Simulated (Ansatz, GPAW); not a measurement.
# Which magnetic ion is it?

A crystal has the composition Sr3M2Br2O5, where M is a 3d element. A calculation (PBE+U, spin-orbit coupling in second variation, Ansatz) gives:

| Quantity | Value |
| --- | --- |
| S | 5/2 |
| g, averaged over the cell's ions | 2.0111 (mean; the three values lie within 0.0002) |
| D, with anisotropic exchange | +1.13 cm⁻¹ (+34 GHz) |
| moment in its sphere | 3.77 μB |

**Question.** Which ion is it, and why?

The crystal is Sr3Fe2Br2O5, space group I4/mmm. The spin sits on Fe, with 5 O at 1.87 to 1.99 Å round it. With the usual charges of the other elements M must be +3. The high-spin ion of that charge with S = 5/2 in this row is Fe³⁺ high-spin d⁵. Low-spin ions are left aside. The shift from the free-electron value is small, as for a half-filled shell without orbital momentum.

[Hosts, paths, dates, database ids (printed as entryN), source tags and the programs' standing remarks are cut or masked in the printed files.]
